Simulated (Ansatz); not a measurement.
# Screened interactions in BaAgO3 (cubic perovskite) (Pm-3m)

Aim: U, U′ and J for the Ag d shell of BaAgO3 (cubic perovskite) (Pm-3m).

Main program and level: Ansatz 0.2.0; non-magnetic LDA, then constrained RPA, plane waves, PAW.

The structure was built from a prototype and need not be the compound's stable phase.

## Step 1: Set-up

Symmetry: Pm-3m, No. 221, cubic system. Conventional cell: a = 4.042 Å, b = 4.042 Å, c = 4.042 Å, α = 90.00°, β = 90.00°, γ = 90.00°. Nearest to Ba lie 12 O at 2.86 Å. Nearest to Ag lie 6 O at 2.02 Å. Nearest to O lie 2 Ag at 2.02 Å and 4 Ba at 2.86 Å. Farther neighbours and most contacts between anions are not listed.

The structure was relaxed with LDA. The structure type comes from a generator and need not be one that this composition takes. The structure was generated from a model, not taken from a measurement. The runs that relaxed it are not among those shown. The program's search for lower electronic states was switched off, so nothing shows that the state found is the lowest. Spin-orbit coupling is left out unless a step names it. The default PAW set here is soft_2. Its files were made with PBE.

## Step 2: LDA bands and orbital weights

This step: DFT, LDA, plane waves, PAW.

File input.yaml:

```yaml
crystal:
  lattice:
    - [0.0, -4.04180955, 0.0]
    - [0.0, 0.0, 4.04180955]
    - [-4.04180955, 0.0, 0.0]
  atoms:
    - { symbol: Ba, position: [0.0, 0.0, 0.0] }
    - { symbol: Ag, position: [0.5, 0.5, 0.5] }
    - { symbol: O, position: [0.5, 0.5, 0.0] }
    - { symbol: O, position: [0.5, 0.0, 0.5] }
    - { symbol: O, position: [0.0, 0.5, 0.5] }
kpoints:
  mp_grid: { grid: [6, 6, 6] }
  band_path:
    path:
      - [[0.0, 0.0, 0.0], [0.0, 0.5, 0.0], [0.5, 0.5, 0.0], [0.0, 0.0, 0.0], [0.5, 0.5, 0.5], [0.0, 0.5, 0.0]]
      - [[0.5, 0.5, 0.5], [0.5, 0.5, 0.0]]
    npoints: 10
hamiltonian:
  xc: lda
scf:
  occupations: { method: gaussian, width: 0.08 }
  n_extra_bands: 19
  max_iter: 150
  lower_state_search: "off"
output:
  eigenvalues: true
  forces: true
  stress: true
  fatbands: true
  write_density: true
  write_potential: true
  elf: true
  volumetric_format: npy
```

Started as:

```bash
> ansatz run input.yaml --threads 4 --pin off --max-ram 9216MiB --backend cpu --events-out ev --progress --plain --runs-dir out
```

Numbers of over 12 decimals in the logs are rounded to 6 here.

Output:

```text
scf.n_extra_bands = 19 over 24 filled bands (N_el = 47.0): the run solves 43 bands
Engine: ansatz 0.2.0, aarch64-unknown-linux-gnu
Pseudopotentials: kind: paw
Pseudopotential: Ba, paw, valence charge 10, recommended cutoff 420 eV (normal), Ba.paw.azcp
Pseudopotential: Ag, paw, valence charge 19, recommended cutoff 420 eV (normal), Ag.paw.azcp
Pseudopotential: O, paw, valence charge 6, recommended cutoff 420 eV (normal), O.paw.azcp
Functional definition: SPW92
  exchange = slater_x
  correlation = pw_c
Crystal: 5 atoms, lattice volume = 66.028 Å³
Basis set: ecut = 420 eV, 1309 PW (Γ)
Bands: 43, of which v1, the nominal top of the filled ones, is band 24 counted from 1 (23 counted from 0)
Symmetry: 48 space group operations
Space group: Pm-3m (ITA 221), of the structure as read, at distance tolerance 4.0e-5 Å
k-points: 20 of 216
Non-local potential: Ba, projectors of the file, l = 0: 3, l = 1: 2, l = 2: 2, l = 3: 2
Non-local potential: Ag, projectors of the file, l = 0: 3, l = 1: 2, l = 2: 2, l = 3: 1
Non-local potential: O, projectors of the file, l = 0: 2, l = 1: 2, l = 2: 1
PAW form: soft (Blöchl's): semilocal exchange-correlation on the pseudo side does not see the compensation charge
PAW frozen core: Ba, regenerated for the run's functional, and the local potential with it (the file was generated under x = pbe(κ = 0.804, μ = 0.219515), c = pbe(β = 0.066725))
PAW frozen core: Ag, regenerated for the run's functional, and the local potential with it (the file was generated under x = pbe(κ = 0.804, μ = 0.219515), c = pbe(β = 0.066725))
PAW frozen core: O, regenerated for the run's functional, and the local potential with it (the file was generated under x = pbe(κ = 0.804, μ = 0.219515), c = pbe(β = 0.066725))
PAW one-centre angular grid: Ba, 194 points (default); XC on 64 Gauss nodes
PAW one-centre angular grid: Ag, 590 points (default); XC on 64 Gauss nodes
PAW one-centre angular grid: O, 110 points (default); XC on 64 Gauss nodes
Initial density: superposition of atomic densities (neutral atoms: chi_scale 0, normalization atom), corrected by the library's trained network
Initial wavefunctions: pseudopotential atomic-orbital guess
Functional: x = slater, c = lda
SCF iter   1: F=—  HF=-14901.834137 eV  |F-HF|=—  |Δ(HF+E_count)|=         —  Δρ=2.01e-2  dr2=2.54e-1  ethr=1.77e-3  ⟨swp⟩=7.0  Hψ=4408  notcnv=0  defer=106
preconditioner: auto → Resta (q_TF=auto, 2.578 Å⁻¹)  ε∞=3.6  [insulator: Δε(μ)=0.144 eV  Ē_g=17.644 eV  σ=0.080 eV  W_gap=0.73  n_scr=18 (ndim 8)  ℏωp=28.5 eV  f_vac=0.001  D(μ)=0.93/eV (n_scr^D=6)  ε∞_Penn≈3.6]
SCF iter   2: F=—  HF=-14901.768005 eV  |F-HF|=—  |Δ(HF+E_count)|=   6.61e-2  Δρ=8.95e-3  dr2=5.85e-2  ethr=5.40e-4  ⟨swp⟩=2.0  Hψ=1193  notcnv=0  defer=260
SCF iter   3: F=—  HF=-14901.748782 eV  |F-HF|=—  |Δ(HF+E_count)|=   1.92e-2  Δρ=1.56e-3  dr2=2.04e-3  ethr=1.24e-4  ⟨swp⟩=2.0  Hψ=1076  notcnv=0  defer=260
SCF iter   4: F=—  HF=-14901.748049 eV  |F-HF|=—  |Δ(HF+E_count)|=   7.32e-4  Δρ=3.83e-4  dr2=1.47e-4  ethr=4.35e-6  ⟨swp⟩=2.6  Hψ=1021  notcnv=0  defer=260
SCF iter   5: F=—  HF=-14901.748003 eV  |F-HF|=—  |Δ(HF+E_count)|=   4.69e-5  Δρ=7.48e-5  dr2=3.88e-6  ethr=3.12e-7  ⟨swp⟩=2.3  Hψ=937  notcnv=0  defer=260
SCF iter   6: F=—  HF=-14901.748001 eV  |F-HF|=—  |Δ(HF+E_count)|=   1.95e-6  Δρ=1.29e-5  dr2=8.46e-8  ethr=2.13e-10  ⟨swp⟩=15.4  Hψ=7239  notcnv=0
SCF iter   7: F=-14901.748001 eV  HF=-14901.748001 eV  |F-HF|=4.60e-10  |Δ(HF+E_count)|=   6.10e-9  Δρ=1.61e-6  dr2=1.38e-9  ethr=1.80e-10  ⟨swp⟩=5.9  Hψ=3808  notcnv=0
SCF 1 converged in 7 iterations: F = -14901.748001 eV  dr2 = 1.38e-9
  greatest PAW one-centre occupation: 1.003 electrons in one spin orbital (limit 2), on the Ag atom at site 1 (counted from 0), in its partial waves of l = 0
NSCF: frozen V_eff on 62 k-points
SCF converged after 7 iterations
Free energy (F): -14901.748001 eV
Harris-Foulkes:  -14901.748001 eV  (|F-HF|=4.60e-10)
Internal energy: -14901.744568 eV  (E = F + TS)
E sigma→0 (E₀):  -14901.746285 eV
Entropy (-TS):   -0.003432 eV (-0.686 meV/atom)
Fermi energy:    10.613851 eV
--- Per-component energies (eV) ---
  E_band       = -303.784778
  E_kinetic    = 1213.839541
  E_local      = -4284.051897  (includes V_loc(G=0)·N_el)
  E_nonlocal   = 295.560336
  E_hartree    = 1837.535226
  E_xc         = -569.432254
  E_vxc        = -651.876276  (∫ρ·V_xc dr)
  E_paw        = -9263.251910  (= ΣΔE_a)
  E_vpaw       = -552.332945  (= ΣTr[D̂ρ^β])
  E_aug_tail   = 0.007614  (compensation charges beyond the density's cutoff)
  E_ewald      = -4133.249311
  E_core_change = 1.298088  (= ΣΔE_core)
  E_smearing   = -0.003432  (= −TS)
  E_closure    = 0.000000  (closes the sum)
  Σ components = -14901.748001   (vs F -14901.748001, Δ=0.00e0)
--- Forces (eV/Å), atoms counted from 1 ---
  atom   1  Ba     0.00000000    -0.00000000     0.00000000
  atom   2  Ag    -0.00000000     0.00000000    -0.00000000
  atom   3  O     -0.00000000    -0.00000000    -0.00000000
  atom   4  O     -0.00000000     0.00000000     0.00000000
  atom   5  O     -0.00000000     0.00000000     0.00000000
  max |Σ_I F_I| component: 1.11e-28 eV/Å
--- Stress (GPa, compression-positive) ---
       -0.004441       0.000000       0.000000
        0.000000      -0.004441       0.000000
        0.000000       0.000000      -0.004441
  P = ⅓ Tr σ = -0.0044 GPa (-0.044 kbar)
--- Band table (eV; the first three rows and the last of 20) ---
  k-point 0: bands = [... 20 lower, 9.4186, 9.4186, 10.1259, 10.1259, 10.1259, 15.7947, 15.7947, 16.8280, ... 15 higher]
  k-point 1: bands = [... 20 lower, 9.4853, 9.4853, 10.1277, 10.1277, 10.1951, 16.2421, 16.2854, 17.4788, ... 15 higher]
  k-point 2: bands = [... 20 lower, 9.4786, 9.4786, 10.3045, 10.3045, 10.8350, 17.1777, 17.4231, 18.9742, ... 15 higher]
  k-point 19: bands = [... 20 lower, 10.5946, 10.5946, 10.5946, 13.7432, 13.7432, 17.1925, 17.1925, 17.1925, ... 15 higher]
```

Elapsed: 3.1 s, on 4 threads of Arm Neoverse V2, shared host; peak memory 0.4 GiB.

Reading the cycles: dr2 is the Hartree energy of the density residual (eV), the measure of convergence; HF is the Harris–Foulkes estimate of the energy, which meets the free energy F at convergence.

This step gave:

```yaml
pressure: -0.004441 GPa
```

The electronic bands at the labelled points (eV, zero at the Fermi level):

| point | band 21 | band 22 | band 23 | band 24 | band 25 | band 26 | band 27 | band 28 |
| --- | --- | --- | --- | --- | --- | --- | --- | --- |
| Γ | -1.20 | -1.20 | -0.49 | -0.49 | -0.49 | 5.18 | 5.18 | 6.21 |
| halfway | -1.11 | -1.11 | -0.42 | -0.42 | -0.12 | 6.09 | 6.20 | 7.60 |
| X | -1.17 | -1.17 | -0.17 | -0.17 | 0.54 | 7.08 | 7.58 | 8.37 |
| halfway | -1.03 | -0.91 | -0.41 | -0.29 | 1.96 | 7.55 | 8.40 | 8.62 |
| M | -1.00 | -0.62 | -0.62 | -0.18 | 3.12 | 7.72 | 8.20 | 9.78 |
| halfway | -1.07 | -0.88 | -0.82 | -0.58 | 1.14 | 6.65 | 7.21 | 8.04 |
| Γ | -1.20 | -1.20 | -0.49 | -0.49 | -0.49 | 5.18 | 5.18 | 6.21 |
| halfway | -0.69 | -0.67 | -0.67 | 1.09 | 1.09 | 7.34 | 7.34 | 7.85 |
| R | -0.02 | -0.02 | -0.02 | 3.13 | 3.13 | 6.58 | 6.58 | 6.58 |
| halfway | -0.66 | -0.57 | -0.14 | 1.00 | 2.21 | 7.96 | 8.08 | 8.12 |
| X | -1.17 | -1.17 | -0.17 | -0.17 | 0.54 | 7.08 | 7.58 | 8.37 |
| jump to R | -0.02 | -0.02 | -0.02 | 3.13 | 3.13 | 6.58 | 6.58 | 6.58 |
| halfway | -0.30 | -0.30 | -0.16 | 1.44 | 3.13 | 7.13 | 7.80 | 7.80 |
| M | -1.00 | -0.62 | -0.62 | -0.18 | 3.12 | 7.72 | 8.20 | 9.78 |

Of the projections kept (Ag 4d, O 2p), the largest for each band there; the rest of the weight can lie on other orbitals:

| point | band 21 | band 22 | band 23 | band 24 | band 25 | band 26 | band 27 | band 28 |
| --- | --- | --- | --- | --- | --- | --- | --- | --- |
| Γ | O 2p 0.98 | O 2p 0.98 | O 2p 0.96 | O 2p 0.96 | O 2p 0.96 | Ag 4d 0.01 | Ag 4d 0.01 | - |
| X | O 2p 0.97 | O 2p 0.97 | O 2p 0.83 | O 2p 0.83 | O 2p 0.41 | O 2p 0.07 | O 2p 0.08 | - |
| M | O 2p 0.57 | O 2p 0.77 | O 2p 0.77 | O 2p 0.99 | O 2p 0.66 | O 2p 0.08 | O 2p 0.06 | O 2p 0.04 |
| Γ | O 2p 0.98 | O 2p 0.98 | O 2p 0.96 | O 2p 0.96 | O 2p 0.96 | Ag 4d 0.01 | Ag 4d 0.01 | - |
| R | O 2p 0.72 | O 2p 0.72 | O 2p 0.72 | O 2p 0.66 | O 2p 0.66 | - | - | - |
| X | O 2p 0.97 | O 2p 0.97 | O 2p 0.83 | O 2p 0.83 | O 2p 0.41 | O 2p 0.07 | O 2p 0.08 | - |

Electrostatic potential energy in the ac plane at fractional y = 0.500, with atoms of Ag and O within 0.2 Å of it. With pseudopotentials it is smooth inside the atoms' cores, unlike the true potential.

Ten even steps from '0' (-37 eV) to '9' (16 eV), each cell a mean:
```
99999510269999
99999843589999
99999987899999
99999866789999
57997532358986
12785311237852
00574200126730
01685200136841
46886422358985
99998654579999
99999887899999
99999865799999
99999610279999
99999400159999
```
Columns run along a (4.0 Å; values clipped at the 3rd and 97th percentile), rows up along c (4.0 Å). Atoms in or near the plane, at fractional coordinates: Ag at (0.50, 0.50), O at (0.50, 0.00), O at (0.00, 0.50).

ELF in the ac plane at fractional y = 0.500, with atoms of Ag and O within 0.2 Å of it. It is the smooth field of the valence electrons, not physical close to the nuclei.

Ten even steps from '0' (0.02) to '9' (0.85), each cell a mean:
```
00048976897200
00026888874100
32001344421012
86211122210147
99522455531279
88723578752488
46733699852486
67733689752487
99622466541389
98411233321168
43101233221024
10014677752000
00038976896200
00149964898300
```
Columns run along a (4.0 Å), rows up along c (4.0 Å). Atoms in or near the plane, at fractional coordinates: Ag at (0.50, 0.50), O at (0.50, 0.00), O at (0.00, 0.50).

## Step 3: Constrained RPA: Ag d + anion p, bands v13 to c1, 4×4×4 mesh, medium accuracy

Constrained RPA screens the interaction with every transition except those inside the target bands, which a later many-body model would treat itself.

This step: constrained RPA on LDA, plane waves, PAW.

input.yaml, the sections that differ from step 2:

```yaml
kpoints:
  mp_grid: { grid: [6, 6, 6] }
output:
  crpa:
    kmesh: [4, 4, 4]
    target_bands: [v13, c1]
    projections: [{ species: Ag, l: d, shell: 4 }, { species: O, l: p, shell: 2 }]
  local_orbitals:
    kmesh: [8, 8, 8]
    orbitals: [{ species: Ag, l: d, shell: 4 }, { species: O, l: p, shell: 2 }]
    window: { bands: [v13, c1] }
    seedname: lo
# crystal, hamiltonian, scf: as in step 2
```

Output:

```text
[...]
Crystal: 5 atoms, lattice volume = 66.028 Å³
Basis set: ecut = 420 eV, 1309 PW (Γ)
Bands: 43, of which v1, the nominal top of the filled ones, is band 24 counted from 1 (23 counted from 0)
Symmetry: 48 space group operations
[...]
k-points: 20 of 216
[...]
SCF iter   1: F=—  HF=-14901.834145 eV  |F-HF|=—  |Δ(HF+E_count)|=         —  Δρ=2.01e-2  dr2=2.54e-1  ethr=1.77e-3  ⟨swp⟩=7.0  Hψ=4408  notcnv=0  defer=106
[...]
SCF iter   6: F=-14901.748001 eV  HF=-14901.748001 eV  |F-HF|=1.11e-8  |Δ(HF+E_count)|=   7.67e-7  Δρ=1.29e-5  dr2=8.48e-8  ethr=2.13e-10  ⟨swp⟩=9.9  Hψ=4851  notcnv=0
SCF 1 converged in 6 iterations: F = -14901.748001 eV  dr2 = 8.48e-8
[...]
NSCF: frozen V_eff on 38 k-points
[...]
cRPA screening: q 1/64
cRPA screening: q 2/64
cRPA screening: q 8/64 (q-point 3)
cRPA screening: q 11/64 (q-point 6)
cRPA screening: q 17/64 (q-point 7)
cRPA screening: q 29/64 (q-point 8)
cRPA screening: q 35/64 (q-point 11)
cRPA screening: q 38/64 (q-point 22)
cRPA screening: q 40/64 (q-point 23)
cRPA screening: q 46/64 (q-point 24)
cRPA screening: q 52/64 (q-point 27)
cRPA screening: q 58/64 (q-point 28)
cRPA screening: q 64/64 (q-point 43)
SCF converged after 6 iterations
Free energy (F): -14901.748001 eV
[...]
Internal energy: -14901.744569 eV  (E = F + TS)
E sigma→0 (E₀):  -14901.746285 eV
Entropy (-TS):   -0.003432 eV (-0.686 meV/atom)
Fermi energy:    10.613895 eV
[...]
--- Band table (eV; the first three rows and the last of 20) ---
  k-point 0: bands = [... 20 lower, 9.4186, 9.4186, 10.1259, 10.1259, 10.1259, 15.7947, 15.7947, 16.8280, ... 15 higher]
  k-point 1: bands = [... 20 lower, 9.4853, 9.4853, 10.1277, 10.1277, 10.1951, 16.2420, 16.2854, 17.4788, ... 15 higher]
  k-point 2: bands = [... 20 lower, 9.4786, 9.4786, 10.3045, 10.3045, 10.8351, 17.1777, 17.4231, 18.9741, ... 15 higher]
  k-point 19: bands = [... 20 lower, 10.5947, 10.5947, 10.5947, 13.7433, 13.7433, 17.1924, 17.1924, 17.1924, ... 15 higher]
--- cRPA (band scheme, projected local orbitals): target bands 12..25 (1-based), 14 Wannier function(s), 4×4×4 mesh, 50 bands' worth read of 55 solved, ecut_chi 136.0 eV, v(q+G=0) probe_charge, pair densities all_electron ---
  bands read: the sum over 50 bands ends inside a degenerate multiplet in 11 slots, whose members it reads at an even weight; the widest, k=42: bands 49 to 51 (counted from 1) at 2/3 each
  χ-basis size per q: N_G = 232..280
  window electrons = 25.0000, filled by tetrahedron_uncorrected; constrained ε̄⁻¹(q = 0, 0) head = 0.323573; min gauge Gram eig = 0.7410
  Kanamori averages over each shell's own Wannier functions (sites counted from 0, functions from 1):
  Each shell's averages of U are screened by what lies outside the whole window alone: parameters of one model of all the shells.
    Site 1, 4D, 5 of 5 d orbitals (Wannier functions 1, 2, 3, 4, 5; wannier90's mr 1, 2, 3, 4, 5):
      screened: U = 8.5622 eV, U' = 7.3754 eV, J = 0.5940 eV
      screened, to within: U = 2.3e-2 eV, U' = 2.3e-2 eV, J = 8.8e-4 eV
      bare: V = 19.4875 eV, V' = 17.9720 eV, J = 0.7531 eV
    Site 2, 2P, 3 of 3 p orbitals (Wannier functions 6, 7, 8; wannier90's mr 1, 2, 3):
      screened: U = 6.9400 eV, U' = 5.5729 eV, J = 0.6784 eV
      screened, to within: U = 1.3e-2 eV, U' = 1.3e-2 eV, J = 1.1e-3 eV
      bare: V = 18.3824 eV, V' = 16.6306 eV, J = 0.8706 eV
    Site 3, 2P, 3 of 3 p orbitals (Wannier functions 9, 10, 11; wannier90's mr 1, 2, 3):
      screened: U = 6.9400 eV, U' = 5.5729 eV, J = 0.6784 eV
      screened, to within: U = 1.3e-2 eV, U' = 1.3e-2 eV, J = 1.1e-3 eV
      bare: V = 18.3824 eV, V' = 16.6306 eV, J = 0.8706 eV
    Site 4, 2P, 3 of 3 p orbitals (Wannier functions 12, 13, 14; wannier90's mr 1, 2, 3):
      screened: U = 6.9400 eV, U' = 5.5729 eV, J = 0.6784 eV
      screened, to within: U = 1.3e-2 eV, U' = 1.3e-2 eV, J = 1.1e-3 eV
      bare: V = 18.3824 eV, V' = 16.6306 eV, J = 0.8706 eV
  Hermiticity witness max|P − P†| over intra, direct and exchange elements: 7.11e-15 eV (screened), 5.55e-17 eV (bare)
  Reality witness max|Im| over intra, direct and exchange elements: 1.13e-9 eV (screened), 5.76e-12 eV (bare)
```

It took 3 min on 4 threads; peak memory 0.75 GiB; 11 min of CPU time.

This step gave:

```
U                                                 : 8.562 eV
U prime (inter-orbital)                           : 7.375 eV
J                                                 : 0.5940 eV
bare V                                            : 19.49 eV
bare J                                            : 0.7531 eV
stated bound on U                                 : 0.02216 eV
U over bare V                                     : 0.4394
electrons in the window                           : 25.00
head of the constrained inverse dielectric matrix : 0.3236
least eigenvalue of the projection's overlap      : 0.7410
target functions                                  : 14
bands in the sums                                 : 50
r.m.s. miss of the model bands                    : 1.18e-4 eV
width of the target bands                         : 10.51 eV
weight of the projected orbitals in the window    : 0.9375
```

On the Ag d shell, screening brings the on-site interaction from 19.5 eV down to U = 8.56 eV.

Kanamori averages over each shell's functions. Crpa shells, by row:

| site | element | shell | orbitals | U (eV) | U' (eV) | J (eV) | bare V (eV) | bare V' (eV) | bare J (eV) | bound on U (eV) |
| --- | --- | --- | --- | --- | --- | --- | --- | --- | --- | --- |
| 2 | Ag | 4D | 5 | 8.562 | 7.375 | 0.594 | 19.49 | 17.97 | 0.7531 | 0.02216 |
| 3 | O | 2P | 3 | 6.94 | 5.573 | 0.6784 | 18.38 | 16.63 | 0.8706 | 0.01232 |
| 4 | O | 2P | 3 | 6.94 | 5.573 | 0.6784 | 18.38 | 16.63 | 0.8706 | 0.01232 |
| 5 | O | 2P | 3 | 6.94 | 5.573 | 0.6784 | 18.38 | 16.63 | 0.8706 | 0.01232 |

Projected local orbitals of the target window. The electronic bands at the labelled points (eV, zero at the Fermi level; # counts the bands kept):

| point | #10 | #11 | #12 | #13 | #14 |
| --- | --- | --- | --- | --- | --- |
| Γ | -1.20 | -1.20 | -0.49 | -0.49 | -0.49 |
| halfway | -1.11 | -1.11 | -0.42 | -0.42 | -0.12 |
| X | -1.17 | -1.17 | -0.17 | -0.17 | 0.54 |
| halfway | -1.03 | -0.91 | -0.41 | -0.29 | 1.96 |
| M | -1.00 | -0.62 | -0.62 | -0.18 | 3.12 |
| halfway | -1.07 | -0.88 | -0.82 | -0.58 | 1.14 |
| Γ | -1.20 | -1.20 | -0.49 | -0.49 | -0.49 |
| halfway | -0.69 | -0.67 | -0.67 | 1.09 | 1.09 |
| R | -0.02 | -0.02 | -0.02 | 3.13 | 3.13 |
| halfway | -0.66 | -0.57 | -0.14 | 1.00 | 2.21 |
| X | -1.17 | -1.17 | -0.17 | -0.17 | 0.54 |
| jump to R | -0.02 | -0.02 | -0.02 | 3.13 | 3.13 |
| halfway | -0.30 | -0.30 | -0.16 | 1.44 | 3.13 |
| M | -1.00 | -0.62 | -0.62 | -0.18 | 3.12 |

The same for Kohn-Sham, solved directly:

| point | #10 | #11 | #12 | #13 | #14 |
| --- | --- | --- | --- | --- | --- |
| Γ | -1.20 | -1.20 | -0.49 | -0.49 | -0.49 |
| X | -1.17 | -1.17 | -0.17 | -0.17 | 0.54 |
| M | -1.00 | -0.62 | -0.62 | -0.18 | 3.12 |
| Γ | -1.20 | -1.20 | -0.49 | -0.49 | -0.49 |
| R | -0.02 | -0.02 | -0.02 | 3.13 | 3.13 |
| X | -1.17 | -1.17 | -0.17 | -0.17 | 0.54 |
| R | -0.02 | -0.02 | -0.02 | 3.13 | 3.13 |
| M | -1.00 | -0.62 | -0.62 | -0.18 | 3.12 |

Onsite levels, by row:

| orbital | level less Fermi level (eV) |
| --- | --- |
| Ag2 dz2 | -3.48 |
| Ag2 dxz | -4.367 |
| Ag2 dyz | -4.367 |
| Ag2 dx2-y2 | -3.48 |
| Ag2 dxy | -4.367 |
| O3 pz | -1.292 |
| O3 px | -2.787 |
| O3 py | -1.292 |
| O4 pz | -2.787 |
| O4 px | -1.292 |
| O4 py | -1.292 |
| O5 pz | -1.292 |
| O5 px | -1.292 |
| O5 py | -2.787 |

Largest distinct elements between sites. Hoppings, by row:

| from | to | cell | distance (Å) | t (eV) |
| --- | --- | --- | --- | --- |
| O4 pz | Ag2 dz2 | 0 -1 0 | 2.021 | 1.978 |
| O5 py | Ag2 dx2-y2 | 0 0 0 | 2.021 | -1.713 |
| O3 px | Ag2 dz2 | 0 0 -1 | 2.021 | 0.9891 |
| O3 py | Ag2 dxy | 0 0 -1 | 2.021 | 0.8084 |
| O4 pz | O5 py | 0 -1 0 | 2.858 | -0.5098 |
| O3 py | O5 py | 1 0 0 | 2.858 | 0.2454 |
| O4 py | O5 pz | 1 -1 0 | 2.858 | 0.1971 |
| Ag2 dz2 | Ag2 dz2 | 0 -1 0 | 4.042 | 0.1295 |
| O3 pz | O3 pz | -1 1 0 | 5.716 | 0.1034 |
| O4 px | O4 px | 0 1 0 | 4.042 | -0.1033 |
| Ag2 dx2-y2 | Ag2 dx2-y2 | 0 0 -1 | 4.042 | 0.0977 |
| O5 px | O5 pz | 0 1 -1 | 5.716 | 0.0962 |

## Step 4: Outcome

```yaml
ag_d_anion_p: U 8.56 eV, U′ 7.38 eV, J 0.59 eV, bare V 19.5 eV
method: constrained RPA on non-magnetic LDA, 4×4×4 mesh, static; search for lower states off
```

In words: For Ag d + anion p, screening cuts the on-site interaction from 19.49 eV to 8.56 eV (44 %), while J goes only from 0.75 eV to 0.59 eV: the monopole is screened far more than the multipoles. U − 2J differs from U′ by −0.001 eV, so the Kanamori relation holds well. The parent state is non-magnetic and the interaction static (zero frequency); U depends on the window and the orbitals, so it belongs to this model alone. The bands cross the Fermi level under this constraint, which need not be the crystal's state: magnetic order, correlation or a lattice distortion may open a gap. A window that holds the anion p bands defines a model with explicit ligands; its U belongs to that model and is not the U of DFT+U.

[Paths, hosts, dates, memory and timing lines, banners, echoed tables and standing remarks are left out of the program output.]

[Logs are printed without paths, hosts, clocks, repeated set-up lines and the standing remarks that a program may print on its own settings, such as how far it seeks lower states.]

[Runs of the session that timed out or met a known fault of the program may be left out.]

[Hosts, paths, dates, database ids (printed as entryN), source tags and the programs' standing remarks are cut or masked in the printed files.]
